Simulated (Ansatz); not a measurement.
**Na3WO4Cl (P4/nmm): the gap up the ladder of methods**

What gap does each level of theory give for Na3WO4Cl (P4/nmm), and in what time?

Calculated with Ansatz 0.2.0; density functionals, hybrids and G0W0, plane waves, PAW.

## Step 1: Starting point

The structure is tetragonal, space group P4/nmm (No. 129). The conventional cell has a = 7.518 Å, b = 7.518 Å, c = 5.360 Å, α = 90.00°, β = 90.00°, γ = 90.00°. Na has 4 O at 2.35 Å and 2 Cl at 2.59 to 2.77 Å nearest. Nearest to Na lie 4 O at 2.51 Å and 2 Cl at 2.79 Å. W has 4 O at 1.79 Å nearest. Cl has 6 Na at 2.59 to 2.79 Å nearest. Nearest to O lie 1 W at 1.79 Å and 3 Na at 2.35 to 2.51 Å. Farther neighbours and most contacts between anions are not listed.

Geometry: measured cell, ions relaxed with PBE. The runs that relaxed it are not among those shown. Spin-orbit coupling is left out unless a step names it.

The logs state that the PAW files were generated under PBE.

## Step 2: LDA on the 4×4×4 mesh

This step: DFT, LDA, plane waves, PAW; PAW set soft_1.

input.yaml reads:

```yaml
crystal:
  lattice:
    - [7.5181, 0.0, 0.0]
    - [0.0, 7.5181, 0.0]
    - [0.0, 0.0, 5.36]
  atoms:
    - { symbol: Na, position: [0.5, 0.0, 0.3583961323] }
    - { symbol: Na, position: [0.0, 0.5, 0.6416038677] }
    - { symbol: Na, position: [0.75, 0.25, 0.0] }
    - { symbol: Na, position: [0.25, 0.25, 0.0] }
    - { symbol: Na, position: [0.25, 0.75, 0.0] }
    - { symbol: Na, position: [0.75, 0.75, 0.0] }
    - { symbol: W, position: [0.0, 0.0, 0.5] }
    - { symbol: W, position: [0.5, 0.5, 0.5] }
    - { symbol: Cl, position: [0.5, 0.0, 0.842004016] }
    - { symbol: Cl, position: [0.0, 0.5, 0.157995984] }
    - { symbol: O, position: [0.8093847799, 0.0, 0.2988767308] }
    - { symbol: O, position: [0.5, 0.3093847799, 0.2988767308] }
    - { symbol: O, position: [0.1906152201, 0.0, 0.2988767308] }
    - { symbol: O, position: [0.5, 0.6906152201, 0.2988767308] }
    - { symbol: O, position: [0.3093847799, 0.5, 0.7011232692] }
    - { symbol: O, position: [0.0, 0.1906152201, 0.7011232692] }
    - { symbol: O, position: [0.6906152201, 0.5, 0.7011232692] }
    - { symbol: O, position: [0.0, 0.8093847799, 0.7011232692] }
kpoints:
  mp_grid: { grid: [4, 4, 4] }
  band_path:
    path:
      - [0.0, 0.0, 0.0]
      - [0.0, 0.5, 0.0]
      - [0.5, 0.5, 0.0]
      - [0.0, 0.0, 0.5]
      - [0.0, 0.5, 0.5]
      - [0.5, 0.5, 0.5]
    npoints: 1
hamiltonian:
  xc: lda
  pseudopotentials: { kind: paw, azcp: { folder: soft_1 }, xc_functional: pbe }
scf:
  occupations: { method: fixed }
  n_extra_bands: 10
output:
  eigenvalues: true
  forces: true
  stress: true
  write_density: true
  write_potential: true
  elf: true
  volumetric_format: npy
```

On the command line:

```sh
> ansatz run input.yaml --threads 2 --pin off --max-ram 92160MiB --backend cuda --events-out ev --progress --plain --runs-dir out --devices 1 --max-vram 13GiB
```

Numbers of over 12 decimals in the logs are rounded to 6 here.

The program printed:

```text
scf.n_extra_bands = 10 over 72 filled bands (N_el = 144.0): the run solves 82 bands
GPUs: using 1 of 1 available (devices: 1).
Engine: ansatz 0.2.0, x86_64-unknown-linux-gnu
Pseudopotentials: kind: paw
Pseudopotential: Na, paw, valence charge 9, recommended cutoff 420 eV (normal), soft_1/Na.paw.azcp
Pseudopotential: W, paw, valence charge 14, recommended cutoff 420 eV (normal), soft_1/W.paw.azcp
Pseudopotential: Cl, paw, valence charge 7, recommended cutoff 420 eV (normal), soft_1/Cl.paw.azcp
Pseudopotential: O, paw, valence charge 6, recommended cutoff 420 eV (normal), soft_1/O.paw.azcp
Functional definition: SPW92
  exchange = slater_x
  correlation = pw_c
device memory: the entry about to start is reckoned to put 4.3 GiB on a device that reports 43.2 GiB free (of which the cap on the GPU budget leaves the run 13.0 GiB)
GPU FFT provider: cuFFT
GPU libraries: cuBLAS 13.8.2, cuFFT 12.4.0, cuSOLVER 12.3.4
Crystal: 18 atoms, lattice volume = 302.957 Å³
Basis set: ecut = 420 eV, 5929 PW (Γ)
Bands: 82, of which v1, the nominal top of the filled ones, is band 72 counted from 1 (71 counted from 0)
Symmetry: 16 space group operations
Space group: P4/nmm (ITA 129), of the structure as read, at distance tolerance 6.7e-5 Å
k-points: 18 of 64
Non-local potential: Na, projectors of the file, l = 0: 3, l = 1: 2, l = 2: 1
Non-local potential: W, projectors of the file, l = 0: 3, l = 1: 2, l = 2: 2, l = 3: 1
Non-local potential: Cl, projectors of the file, l = 0: 2, l = 1: 2, l = 2: 1
Non-local potential: O, projectors of the file, l = 0: 2, l = 1: 2, l = 2: 1
PAW form: soft (Blöchl's): semilocal exchange-correlation on the pseudo side does not see the compensation charge
PAW frozen core: Na, regenerated for the run's functional, and the local potential with it (the file was generated under x = pbe(κ = 0.804, μ = 0.219515), c = pbe(β = 0.066725))
PAW frozen core: W, regenerated for the run's functional, and the local potential with it (the file was generated under x = pbe(κ = 0.804, μ = 0.219515), c = pbe(β = 0.066725))
PAW frozen core: Cl, regenerated for the run's functional, and the local potential with it (the file was generated under x = pbe(κ = 0.804, μ = 0.219515), c = pbe(β = 0.066725))
PAW frozen core: O, regenerated for the run's functional, and the local potential with it (the file was generated under x = pbe(κ = 0.804, μ = 0.219515), c = pbe(β = 0.066725))
PAW one-centre angular grid: Na, 110 points (default); XC on 64 Gauss nodes
PAW one-centre angular grid: W, 590 points (default); XC on 64 Gauss nodes
PAW one-centre angular grid: Cl, 110 points (default); XC on 64 Gauss nodes
PAW one-centre angular grid: O, 110 points (default); XC on 64 Gauss nodes
Initial density: superposition of atomic densities (chi_scale 0.1, normalization cell, long waves kept (reshape's long-wave potential 0.05 eV rms))
Initial wavefunctions: pseudopotential atomic-orbital guess
GPU buffer pool allocated for 104976 grid points (all kernels)
GPU transforms: local potential and band sums: pruned to the plane-wave sphere, on 54×54×36
Functional: x = slater, c = lda
SCF iter   1: F=—  HF=-35619.590050 eV  |F-HF|=—  |Δ(HF+E_count)|=         —  Δρ=8.53e-2  dr2=3.22e1  ethr=3.10e-3  ⟨swp⟩=5.2  Hψ=4563  notcnv=0  defer=122
preconditioner: auto → Resta (q_TF=auto, 2.410 Å⁻¹)  ε∞=3.7  [insulator: Δε(μ)=4.120 eV  Ē_g=11.710 eV  n_scr=68 (ndim 8)  ℏωp=19.1 eV  f_vac=0.000  ε∞_Penn≈3.7]
SCF iter   2: F=—  HF=-35610.331727 eV  |F-HF|=—  |Δ(HF+E_count)|=    9.26e0  Δρ=4.03e-2  dr2=5.05e0  ethr=3.10e-3  ⟨swp⟩=3.3  Hψ=3165  notcnv=0  defer=109
SCF iter   3: F=—  HF=-35608.790223 eV  |F-HF|=—  |Δ(HF+E_count)|=    1.54e0  Δρ=2.03e-2  dr2=1.94e0  ethr=3.10e-3  ⟨swp⟩=2.7  Hψ=2208  notcnv=0  defer=123
SCF iter   4: F=—  HF=-35608.251394 eV  |F-HF|=—  |Δ(HF+E_count)|=   5.39e-1  Δρ=7.59e-3  dr2=2.44e-1  ethr=1.34e-3  ⟨swp⟩=2.1  Hψ=2293  notcnv=0  defer=112
SCF iter   5: F=—  HF=-35608.170734 eV  |F-HF|=—  |Δ(HF+E_count)|=   8.07e-2  Δρ=1.96e-3  dr2=1.54e-2  ethr=1.70e-4  ⟨swp⟩=2.1  Hψ=1956  notcnv=0  defer=143
SCF iter   6: F=—  HF=-35608.171727 eV  |F-HF|=—  |Δ(HF+E_count)|=   9.93e-4  Δρ=7.25e-4  dr2=2.83e-3  ethr=1.07e-5  ⟨swp⟩=2.9  Hψ=2120  notcnv=0  defer=144
SCF iter   7: F=—  HF=-35608.171625 eV  |F-HF|=—  |Δ(HF+E_count)|=   1.02e-4  Δρ=2.67e-4  dr2=3.38e-4  ethr=1.97e-6  ⟨swp⟩=2.0  Hψ=1953  notcnv=0  defer=144
SCF iter   8: F=—  HF=-35608.170875 eV  |F-HF|=—  |Δ(HF+E_count)|=   7.50e-4  Δρ=7.86e-5  dr2=2.09e-5  ethr=2.35e-7  ⟨swp⟩=2.2  Hψ=2113  notcnv=0  defer=119
SCF iter   9: F=—  HF=-35608.171616 eV  |F-HF|=—  |Δ(HF+E_count)|=   7.41e-4  Δρ=2.48e-5  dr2=2.13e-6  ethr=1.45e-8  ⟨swp⟩=2.0  Hψ=2283  notcnv=0  defer=99
SCF iter  10: F=-35608.171616 eV  HF=-35608.171616 eV  |F-HF|=2.60e-9  |Δ(HF+E_count)|=   3.49e-7  Δρ=3.47e-6  dr2=4.43e-8  ethr=6.94e-11  ⟨swp⟩=17.8  Hψ=14132  notcnv=0
SCF 1 converged in 10 iterations: F = -35608.171616 eV  dr2 = 4.43e-8
[...]
device memory: the entry about to start is reckoned to put 2.7 GiB on a device that reports 69.1 GiB free (of which the cap on the GPU budget leaves the run 13.0 GiB)
NSCF: frozen V_eff on 6 k-points
SCF converged after 10 iterations
Free energy (F): -35608.171616 eV
Harris-Foulkes:  -35608.171616 eV  (|F-HF|=2.60e-9)
Internal energy: -35608.171616 eV  (E = F + TS)
E sigma→0 (E₀):  -35608.171616 eV
Fermi energy:    2.094185 eV
--- Per-component energies (eV) ---
  E_band       = -2123.928618
  E_kinetic    = 3151.510971
  E_local      = -15226.005057  (includes V_loc(G=0)·N_el)
  E_nonlocal   = 2136.605012
  E_hartree    = 5396.732532
  E_xc         = -1516.848850
  E_vxc        = -1691.405170  (∫ρ·V_xc dr)
  E_paw        = -20758.353635  (= ΣΔE_a)
  E_vpaw       = -1288.119566  (= ΣTr[D̂ρ^β])
  E_aug_tail   = 0.007055  (compensation charges beyond the density's cutoff)
  E_ewald      = -8794.387840
  E_core_change = 2.568195  (= ΣΔE_core)
  E_smearing   = -0.000000  (= −TS)
  E_closure    = 0.000000  (closes the sum)
  Σ components = -35608.171616   (vs F -35608.171616, Δ=0.00e0)
--- Forces (eV/Å), atoms counted from 1 ---
  atom   1  Na     0.00000000     0.00000000    -0.03971871
  atom   2  Na     0.00000000     0.00000000     0.03971871
  atom   3  Na     0.00000000    -0.00000000     0.00000000
  atom   4  Na     0.00000000     0.00000000     0.00000000
  atom   5  Na     0.00000000    -0.00000000     0.00000000
  atom   6  Na     0.00000000     0.00000000     0.00000000
  atom   7  W      0.00000000     0.00000000    -0.00000000
  atom   8  W      0.00000000     0.00000000    -0.00000000
  atom   9  Cl     0.00000000     0.00000000     0.09334677
  atom  10  Cl     0.00000000     0.00000000    -0.09334677
  atom  11  O      0.42111517     0.00000000     0.36434493
  atom  12  O      0.00000000     0.42111517     0.36434493
  atom  13  O     -0.42111517     0.00000000     0.36434493
  atom  14  O      0.00000000    -0.42111517     0.36434493
  atom  15  O      0.42111517     0.00000000    -0.36434493
  atom  16  O      0.00000000    -0.42111517    -0.36434493
  atom  17  O     -0.42111517     0.00000000    -0.36434493
  atom  18  O      0.00000000     0.42111517    -0.36434493
  max |Σ_I F_I| component: 2.22e-16 eV/Å
--- Stress (GPa, compression-positive) ---
       -4.262617       0.000000       0.000000
        0.000000      -4.262617       0.000000
        0.000000       0.000000      -4.574814
  P = ⅓ Tr σ = -4.3667 GPa (-43.667 kbar)
--- Band table (eV; the first three rows and the last of 18) ---
  k-point 0: bands = [... 68 lower, 1.7784, 1.9483, 1.9483, 2.0742, 6.5175, 7.0355, 7.3167, 7.4910, ... 6 higher]
  k-point 1: bands = [... 68 lower, 1.9235, 2.0159, 2.0159, 2.0634, 7.0620, 7.1449, 7.4958, 7.5439, ... 6 higher]
  k-point 2: bands = [... 68 lower, 2.0340, 2.0525, 2.0942, 2.0942, 7.2567, 7.4774, 7.6171, 7.7231, ... 6 higher]
  k-point 17: bands = [... 68 lower, 1.8858, 1.8858, 2.0932, 2.0932, 7.3881, 7.3881, 7.6848, 7.6848, ... 6 higher]
```

It took 13 s on 1 × NVIDIA H100 80GB HBM3 (shared by 6 runs) with 2 threads of AMD EPYC 7R13 (Zen 3), shared host; peak memory 1.1 GiB; 8.9 s of CPU time.

This step gave:

- pressure: -4.367 GPa
- gap: 4.423 eV
- valence top at: Z
- conduction bottom at: Γ
- least direct gap: 4.443 eV

Over mesh and listed points the gap is 4.423 eV, from k = (0.000, 0.000, 0.500) to k = Γ. The least direct gap found is 4.443 eV, at k = Γ. The pressure in this cell is -4 GPa; the cell is kept.

## Step 3: PBEsol on the 4×4×4 mesh

This step: DFT, PBEsol, plane waves, PAW; PAW set soft_1.

Edit input.yaml of step 2 so:

```diff
@@ -36,3 +36,3 @@
 hamiltonian:
-  xc: lda
+  xc: pbesol
   pseudopotentials: { kind: paw, azcp: { folder: soft_1 }, xc_functional: pbe }
@@ -45,5 +45 @@
   stress: true
-  write_density: true
-  write_potential: true
-  elf: true
-  volumetric_format: npy
```

The program printed:

```text
[...]
GPUs: using 1 of 1 available (devices: 1).
[...]
GPU FFT provider: cuFFT
GPU libraries: cuBLAS 13.8.2, cuFFT 12.4.0, cuSOLVER 12.3.4
Crystal: 18 atoms, lattice volume = 302.957 Å³
Basis set: ecut = 420 eV, 5929 PW (Γ), exchange–correlation on 108×108×72 points (8 copies of the dense FFT grid, shifted against one another)
Bands: 82, of which v1, the nominal top of the filled ones, is band 72 counted from 1 (71 counted from 0)
Symmetry: 16 space group operations
[...]
k-points: 18 of 64
[...]
GPU buffer pool allocated for 104976 grid points (all kernels)
[...]
SCF iter   1: F=—  HF=-36007.104526 eV  |F-HF|=—  |Δ(HF+E_count)|=         —  Δρ=8.75e-2  dr2=3.25e1  ethr=3.10e-3  ⟨swp⟩=5.2  Hψ=4563  notcnv=0  defer=122
[...]
atom   7  W      0.00000000     0.00000000     0.00000000
  atom   8  W      0.00000000     0.00000000     0.00000000
[...]
atom  15  O      0.25588550    -0.00000000    -0.21670161
  atom  16  O     -0.00000000    -0.25588550    -0.21670161
  atom  17  O     -0.25588550     0.00000000    -0.21670161
  atom  18  O      0.00000000     0.25588550    -0.21670161
  max |Σ_I F_I| component: 1.11e-16 eV/Å
--- Stress (GPa, compression-positive) ---
       -1.176141       0.000000       0.000000
        0.000000      -1.176141       0.000000
        0.000000       0.000000      -1.495046
  P = ⅓ Tr σ = -1.2824 GPa (-12.824 kbar)
--- Band table (eV; the first three rows and the last of 18) ---
  k-point 0: bands = [... 68 lower, 2.0696, 2.2303, 2.2303, 2.3577, 6.9400, 7.3915, 7.6765, 7.8568, ... 6 higher]
  k-point 1: bands = [... 68 lower, 2.1944, 2.3002, 2.3002, 2.3473, 7.4701, 7.4941, 7.8698, 7.8893, ... 6 higher]
  k-point 2: bands = [... 68 lower, 2.2943, 2.3369, 2.3758, 2.3758, 7.5986, 7.8236, 7.9484, 8.0564, ... 6 higher]
  k-point 17: bands = [... 68 lower, 2.1604, 2.1604, 2.3773, 2.3773, 7.7278, 7.7278, 8.0194, 8.0194, ... 6 higher]
[key lines of the parts left out:]
SCF converged after 10 iterations
Free energy (F): -35995.962111 eV
Fermi energy:    2.377300 eV
```

The job ended after 18 s (1 × NVIDIA H100 80GB HBM3 (shared by 6 runs) with 2 threads; peak memory 1 GiB).

Numbers from this step:

```
pressure             : -1.282 GPa
gap                  : 4.563 eV
valence top at       : A
conduction bottom at : Γ
least direct gap     : 4.582 eV
```

Over mesh and listed points the gap is 4.563 eV, from k = (0.500, 0.500, 0.500) to k = Γ. The least direct gap found is 4.582 eV, at k = Γ. PBEsol against LDA: 4.563 − 4.423 = +0.140 eV. Mesh, set of files and cutoff are the same, but the valence top lies at another k point, so this need not be the shift of one pair of states.

## Step 4: PBE on the 4×4×4 mesh

Levels along a band path and on the mesh show where this functional puts the band edges.

This step: DFT, PBE, plane waves, PAW; PAW set soft_1.

Edit input.yaml of step 3 so:

```diff
@@ -28,14 +28,11 @@
     path:
-      - [0.0, 0.0, 0.0]
-      - [0.0, 0.5, 0.0]
-      - [0.5, 0.5, 0.0]
-      - [0.0, 0.0, 0.5]
-      - [0.0, 0.5, 0.5]
-      - [0.5, 0.5, 0.5]
-    npoints: 1
+      - [[0.0, 0.0, 0.0], [0.0, 0.5, 0.0], [0.5, 0.5, 0.0], [0.0, 0.0, 0.0], [0.0, 0.0, 0.5], [0.0, 0.5, 0.5], [0.5, 0.5, 0.5], [0.0, 0.0, 0.5]]
+      - [[0.0, 0.5, 0.0], [0.0, 0.5, 0.5]]
+      - [[0.5, 0.5, 0.0], [0.5, 0.5, 0.5]]
+    npoints: 10
 hamiltonian:
-  xc: pbesol
-  pseudopotentials: { kind: paw, azcp: { folder: soft_1 }, xc_functional: pbe }
+  xc: pbe
+  pseudopotentials: { kind: paw, azcp: { folder: soft_1 } }
 scf:
-  occupations: { method: fixed }
+  occupations: { method: fermi_dirac, width: 0.02 }
   n_extra_bands: 10
@@ -45 +42,5 @@
   stress: true
+  write_density: true
+  write_potential: true
+  elf: true
+  volumetric_format: npy
```

The program printed:

```text
[...]
GPUs: using 1 of 1 available (devices: 1).
[...]
GPU FFT provider: cuFFT
GPU libraries: cuBLAS 13.8.2, cuFFT 12.4.0, cuSOLVER 12.3.4
Crystal: 18 atoms, lattice volume = 302.957 Å³
Basis set: ecut = 420 eV, 5929 PW (Γ), exchange–correlation on 108×108×72 points (8 copies of the dense FFT grid, shifted against one another)
[...]
k-point 0: bands = [... 68 lower, 2.1788, 2.3339, 2.3339, 2.4609, 7.1462, 7.5320, 7.8332, 8.0219, ... 6 higher]
  k-point 1: bands = [... 68 lower, 2.2959, 2.4042, 2.4042, 2.4506, 7.6331, 7.6556, 8.0315, 8.0510, ... 6 higher]
  k-point 2: bands = [... 68 lower, 2.3906, 2.4401, 2.4784, 2.4784, 7.7361, 7.9643, 8.0756, 8.1882, ... 6 higher]
  k-point 17: bands = [... 68 lower, 2.2625, 2.2625, 2.4810, 2.4810, 7.8640, 7.8640, 8.1516, 8.1516, ... 6 higher]
[key lines of the parts left out:]
SCF converged after 10 iterations
Free energy (F): -36407.007846 eV
Fermi energy:    4.847084 eV
P = ⅓ Tr σ = 1.1262 GPa (11.262 kbar)
```

Wall time 33 s (1 × NVIDIA H100 80GB HBM3 (shared by 6 runs) with 2 threads); peak memory 1.2 GiB.

This step gave:

| Property | Result |
| --- | --- |
| pressure | 1.126 GPa |
| gap | 4.665 eV |
| valence top at | A |
| conduction bottom at | Γ |
| least direct gap | 4.685 eV |

Over mesh and path the gap is 4.665 eV, from k = (0.500, 0.500, 0.500) to k = Γ. The least direct gap found is 4.685 eV, at k = Γ. PBE against PBEsol: 4.665 − 4.563 = +0.102 eV, with the same mesh, files and cutoff, and both edges at the same k points.

## Step 5: PBE+SOC on the 4×4×4 mesh

This run has two-component orbitals with spin-orbit coupling.

This step: DFT, PBE with spin-orbit coupling, plane waves, PAW; PAW set soft_1.

Edit input.yaml of step 4 so:

```diff
@@ -28,12 +28,18 @@
     path:
-      - [[0.0, 0.0, 0.0], [0.0, 0.5, 0.0], [0.5, 0.5, 0.0], [0.0, 0.0, 0.0], [0.0, 0.0, 0.5], [0.0, 0.5, 0.5], [0.5, 0.5, 0.5], [0.0, 0.0, 0.5]]
-      - [[0.0, 0.5, 0.0], [0.0, 0.5, 0.5]]
-      - [[0.5, 0.5, 0.0], [0.5, 0.5, 0.5]]
-    npoints: 10
+      - [0.0, 0.0, 0.0]
+      - [0.0, 0.5, 0.0]
+      - [0.5, 0.5, 0.0]
+      - [0.0, 0.0, 0.5]
+      - [0.0, 0.5, 0.5]
+      - [0.5, 0.5, 0.5]
+    npoints: 1
 hamiltonian:
   xc: pbe
-  pseudopotentials: { kind: paw, azcp: { folder: soft_1 } }
+  pseudopotentials: { kind: paw_fr, azcp: { folder: soft_1 } }
 scf:
-  occupations: { method: fermi_dirac, width: 0.02 }
-  n_extra_bands: 10
+  occupations: { method: fixed }
+  n_extra_bands: 20
+magnetization:
+  noncollinear: true
+  spin_orbit: true
 output:
@@ -42,5 +48 @@
   stress: true
-  write_density: true
-  write_potential: true
-  elf: true
-  volumetric_format: npy
```

The program printed:

```text
[...]
GPUs: using 1 of 1 available (devices: 1).
[...]
non-collinear run that drives no moment, with spin-orbit: no starting moment large enough to seed its density (crystal.atoms[].spin), no starting occupations that ask for one, no magnetisation constraint and no magnetic field, so the semilocal B_xc is pinned to zero
[...]
k-point 0: bands = [... 140 lower, 2.3428, 2.3428, 2.4601, 2.4601, 7.1441, 7.1441, 7.5091, 7.5091, ... 16 higher]
  k-point 1: bands = [... 140 lower, 2.4116, 2.4116, 2.4505, 2.4505, 7.6085, 7.6085, 7.6426, 7.6426, ... 16 higher]
  k-point 2: bands = [... 140 lower, 2.4720, 2.4720, 2.4846, 2.4846, 7.7108, 7.7108, 7.9354, 7.9354, ... 16 higher]
  k-point 17: bands = [... 140 lower, 2.4803, 2.4803, 2.4803, 2.4803, 7.8326, 7.8326, 7.8326, 7.8326, ... 16 higher]
[key lines of the parts left out:]
SCF converged after 10 iterations
Magnetization: |M| = 0.0000 μB,  M = (+0.0000, +0.0000, +0.0000) μB
Free energy (F): -36456.438269 eV
Fermi energy:    2.484590 eV
P = ⅓ Tr σ = 1.0162 GPa (10.162 kbar)
```

Wall time 23 s (1 × NVIDIA H100 80GB HBM3 (shared by 6 runs) with 2 threads); peak memory 1.2 GiB.

This step gave:

- pressure: 1.016 GPa
- gap: 4.659 eV
- valence top at: Z
- conduction bottom at: Γ
- least direct gap: 4.684 eV

Over mesh and listed points the gap is 4.659 eV, from k = (0.000, 0.000, 0.500) to k = Γ. The least direct gap found is 4.684 eV, at k = Γ. PBE+SOC against PBE: 4.659 − 4.665 = −0.006 eV. Mesh, set of files and cutoff are the same, but the valence top lies at another k point, so this need not be the shift of one pair of states. The spin-orbit run sees mesh and listed points alone, so its gap is an upper bound: the coupling can move an edge off these points, and the change over the zone, its sign included where it is small, is not known.

(Continued in part 2 of 3.)

[Paths, hosts, dates, memory and timing lines, banners, echoed tables and standing remarks are left out of the program output.]

[Logs are printed without paths, hosts, clocks, repeated set-up lines and the standing remarks that a program may print on its own settings, such as how far it seeks lower states.]

[Runs of the session that timed out or met a known fault of the program may be left out.]

[Cells called generated may have been cut or substituted from an entry of the Crystallography Open Database or the Materials Project.]

[Hosts, paths, dates, database ids (printed as entryN), source tags and the programs' standing remarks are cut or masked in the printed files.]

[Where an RPA ε∞ is given, it is that of the G0W0 mesh and is not shown converged in it. Names of k-points follow the symmetry that the program found, which can be lower than the space group named. Band edges on a path are those of the sampled points; other points can move an edge, and change direct to indirect where valleys lie close.]

[Hybrid gaps are those of their k-mesh and are not shown converged in it.]
